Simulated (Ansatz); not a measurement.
# Sr2Hf (built on the HfBe2 structure): a soft mode frozen in, part 3 of 3

Wanted: the energy along a soft mode of Sr2Hf (built on the HfBe2 structure) and the structure at the end.

Ansatz 0.2.0; DFT PBEsol, scalar-relativistic, plane waves, PAW.

So far. Step 5 (Energy along the mode, all amplitudes (two of the runs …): The lowest step is at 0.14 Å, 1.34 meV/atom below the parent, and the energy rises beyond it. Step 7 (The new phase in its own primitive cell): The largest force component left is 0.66 meV/Å and the pressure is 0.003 GPa, within the tolerances set. The cell now holds 34.38 Å³/atom. The relaxed cell has a, b, c = 5.897, 6.942, 10.080 Å (conventional setting).

The structure was built from a prototype and need not be the compound's stable phase.

### Step 8. Modes of the new phase, k-mesh 8×8×8

A relaxed structure may still be a saddle point, so its zone-centre modes are computed. No field response is asked, since the mesh shows no gap.

input.yaml

```yaml
crystal:
  lattice:
    - [-2.9482883109, 3.4709226875, 5.0398935177]
    - [2.9482883109, -3.4709226875, 5.0398935177]
    - [2.9482883109, 3.4709226875, -5.0398935177]
  atoms:
    - { symbol: Hf, position: [0.2970333513, 0.0, 0.2970333513] }
    - { symbol: Hf, position: [0.7029666487, 0.0, 0.7029666487] }
    - { symbol: Sr, position: [0.1669743987, 0.6669743987, 0.5] }
    - { symbol: Sr, position: [0.6688839644, 0.6688839644, 0.0] }
    - { symbol: Sr, position: [0.3311160356, 0.3311160356, 0.0] }
    - { symbol: Sr, position: [0.8330256013, 0.3330256013, 0.5] }
kpoints:
  mp_grid: { grid: [8, 8, 8] }
hamiltonian:
  xc: pbesol
scf:
  occupations: { method: methfessel_paxton, width: 0.2 }
output:
  eigenvalues: true
phonons:
  method: dfpt
```

Command:

```sh
$ ansatz run input.yaml --threads 8 --pin off --max-ram 14336MiB --backend cpu --events-out ev --progress --plain --runs-dir out
```

The log of the run:

```text
zone centre: on kpoints.mp_grid the ground state, and the responses unless they are solved on pairs of k-points, stand on 150 of the mesh's 512 k-points, reduced under 2 symmetry operations, with k and −k counted as one. Each operation leaves every solved displacement unchanged or reverses it
[...]
Crystal: 6 atoms, lattice volume = 206.299 Å³
Basis set: ecut = 420 eV, 4027 PW (Γ), exchange–correlation on 96×96×96 points (8 copies of the dense FFT grid, shifted against one another)
Bands: 56, of which v1, the nominal top of the filled ones, is band 46 counted from 1 (45 counted from 0)
Symmetry: 8 space group operations
k-points: 150 of 512 (irreducible under 2 space group operations, time reversal used)
[...]
SCF iter   1: F=—  HF=-45160.591624 eV  |F-HF|=—  |Δ(HF+E_count)|=         —  Δρ=6.08e-3  dr2=1.38e-1  ethr=1.77e-3  ⟨swp⟩=8.6  Hψ=35705  notcnv=0
[...]
SCF iter  12: F=-45160.577399 eV  HF=-45160.577399 eV  |F-HF|=1.46e-11  |Δ(HF+E_count)|=  2.18e-11  S|Δr|=    0.00e0  Δρ=1.76e-8  dr2=7.87e-13  ethr=1.00e-12  ⟨swp⟩=12.3  Hψ=48179  notcnv=0
SCF 1 converged in 12 iterations: F = -45160.577399 eV  dr2 = 7.87e-13
[...]
DFPT response loops at Γ: preconditioner auto → Kerker (q_TF=auto, 2.385 Å⁻¹) (partly filled bands, converged f_vac=0.000); β = 1.00, the filter's whole step (`scf.mixing.beta` (0.50) is not read by the response loops under this deck's `scf.mixing.preconditioner`; to damp them name `kerker` or `kerker_dos`, under which they read `scf.mixing.beta`, and type it under 1.00, their step now; both keys bind the ground state too); Broyden in place of MSR1
SCF converged after 12 iterations
[...]
Free energy (F): -45160.577399 eV
[...]
Internal energy: -45160.583720 eV  (E = F + TS)
E sigma→0 (E₀):  -45160.578979 eV
Entropy (-TS):   0.006321 eV (1.053 meV/atom)
Fermi energy:    9.712965 eV
[...]
--- Band table (eV; the first three rows and the last of 150) ---
  k-point 0: bands = [... 42 lower, 9.2282, 9.3240, 9.8367, 9.8572, 9.9640, 10.0692, 10.1017, 10.1048, ... 6 higher]
  k-point 1: bands = [... 42 lower, 9.2122, 9.4442, 9.6368, 9.8055, 9.8725, 9.9398, 10.1092, 10.1824, ... 6 higher]
  k-point 2: bands = [... 42 lower, 9.0822, 9.3143, 9.5519, 9.7675, 9.7997, 9.9651, 10.0127, 10.2447, ... 6 higher]
  k-point 149: bands = [... 42 lower, 8.5491, 8.9820, 8.9885, 9.0935, 9.1230, 9.9910, 10.1734, 10.4454, ... 6 higher]
--- Phonons (Γ-DFPT): 9 representative perturbations + reference, on 150 of 512 k-points (Σ response iterations 31) ---
  k mesh reduced under 2 symmetry operations, with k and −k counted as one. Each operation leaves every solved displacement unchanged or reverses it
  ASR residual: 2.641e-4 → 0.000e0 eV/Å²; symmetrization residual: 1.265e-5 eV/Å²
  ASR residual per site (eV/Å²): 2.27e-4 2.27e-4 2.64e-4 1.87e-4 1.87e-4 2.64e-4
  Γ frequencies (cm⁻¹): 0.00 0.00 0.00 4.91 20.73 45.45 65.16 66.74 74.83 84.19 85.35 91.88 108.92 131.38 133.55 133.92 134.92 135.85
  non-analytic LO–TO correction: not included (Born effective charges unavailable; polar crystals: no LO–TO splitting at Γ)
```

The job ended after 3.4 min (8 threads of Intel Xeon Platinum 8488C (Sapphire Rapids), shared host; peak memory 5 GiB; 25 min of CPU time).

This step gave:

| Property | Result |
| --- | --- |
| sum-rule residual before enforcement | 2.64e-4 eV/Å² |
| point group | mmm |
| highest optical mode at the zone centre (no LO-TO term) | 135.8 cm⁻¹ |
| lowest optical zone-centre mode | 4.91 cm⁻¹ |

Patterns of degenerate modes are one choice out of their space. The modes at Γ (shares of kinetic energy by element, %):

```csv
mode,frequency (cm⁻¹),symmetry,Hf %,Sr %
1,0.0,acoustic,50,50
2,0.0,acoustic,50,50
3,0.0,acoustic,50,50
4,4.9,B3g,4,96
5,20.7,B2g,0,100
6,45.5,B3g,96,4
7,65.2,B1g,100,0
8,66.7,B1u,4,96
9,74.8,B3u,47,53
10,84.2,Ag,92,8
11,85.3,B1u,46,54
12,91.9,B2u,50,50
13,108.9,Ag,8,92
14,131.4,B3g,0,100
15,133.6,B2u,0,100
16,133.9,B2g,0,100
17,134.9,Ag,0,100
18,135.8,B3u,3,97
```

Displacements in mode 5 (20.7 cm⁻¹), the largest set to 1:
```
Hf1  0.00  0.00  0.00
Hf2  0.00  0.00  0.00
Sr3  1.00  0.00  0.00
Sr4 -0.79  0.00  0.00
Sr5  0.79  0.00  0.00
Sr6 -1.00  0.00  0.00
```

Displacements in mode 18 (135.8 cm⁻¹), the largest set to 1:
```
Hf1 -0.15  0.00  0.00
Hf2 -0.15  0.00  0.00
Sr3 -0.70  0.00  0.00
Sr4  1.00  0.00  0.00
Sr5  1.00  0.00  0.00
Sr6 -0.70  0.00  0.00
```

Before it was imposed, the acoustic sum rule was missed by 2.6e-4 eV/Å². Small misses are needed for a sound result but don't prove that mesh and cutoff are converged. The lowest optical mode is real, 4.9 cm⁻¹.

### Step 9. The phases reached

The phases reached along the modes that were followed are set side by side.

Energies are those of the first relaxation, on the mesh of the frozen mode; space group, volume and gap are those of the last relaxation. Phases, by row:

```
               mode frozen in  space group  energy from parent (meV/atom)  volume (Å³/atom)  gap on mesh (eV)  lowest zone-centre optical mode (cm⁻¹)  largest shift (Å)
                       parent       P6/mmm                              0             33.15                 0                                       –                  –
q = (0, -0.5, -0.5), 40i cm⁻¹         Imma                          -3.33             33.24                 0                                   -16.8              0.154
q = (0, -0.5, -0.5), 26i cm⁻¹         Immm                          -7.21             34.38                 0                                     4.9              0.326
```

### Step 10. Outcome

```json
{
  "unstable mode of the parent": "q = (0, -0.5, -0.5), 26i cm⁻¹",
  "depth at the lowest point sampled": "1.34 meV/atom",
  "largest atomic shift at that point": "0.14 Å",
  "space group reached": "Immm",
  "energy gained over the parent (first relaxation, on the mesh of the frozen mode)": "7.21 meV/atom",
  "volume per atom, phase reached": "34.4 Å³",
  "lowest optical zone-centre mode, phase reached": "4.9 cm⁻¹",
  "highest optical mode at the zone centre (no LO-TO term), phase reached": "136 cm⁻¹"
}
```

**Reading.** Along this mode the structure falls into Immm, 7.21 meV/atom below the parent. At the parent's cell the well is 1.342 meV/atom deep on the steps tried, with its lowest point at a shift of 0.14 Å. Relaxing atoms and cell changes the gain by +5.86 meV/atom against the lowest step (energies at zero smearing). Most of the total comes from this relaxation. The new phase has no imaginary mode at the zone centre of its cell; other wavevectors were not checked. Of the 2 patterns followed from this parent, this one reaches the lowest energy. Each path keeps the symmetry of its pattern, so a lower phase may lie along a pattern not tried. With no gap, or one that is small against the smearing, the frequencies hang on the k mesh and the smearing, most of all near Kohn anomalies. An optical mode within 15 cm⁻¹ of zero is at the mercy of small errors in the force constants, and even its sign is uncertain. Spin-orbit coupling is left out, which can matter for the heavy elements here. A phonon run warned that its eigensolver left some bands unconverged in a pass. The starting cell was built on a prototype and not taken from a measurement, so the phase need not exist.

[Long decimals in the printed logs are rounded to 6 places.]

[Logs are printed without paths, hosts, clocks, repeated set-up lines and the standing remarks that a program may print on its own settings, such as how far it seeks lower states.]

[Hosts, paths, dates, database ids (printed as entryN), source tags and the programs' standing remarks are cut or masked in the printed files.]

[Where the starting crystal was built by hand or by swapping elements, it need not be the compound's stable phase.]
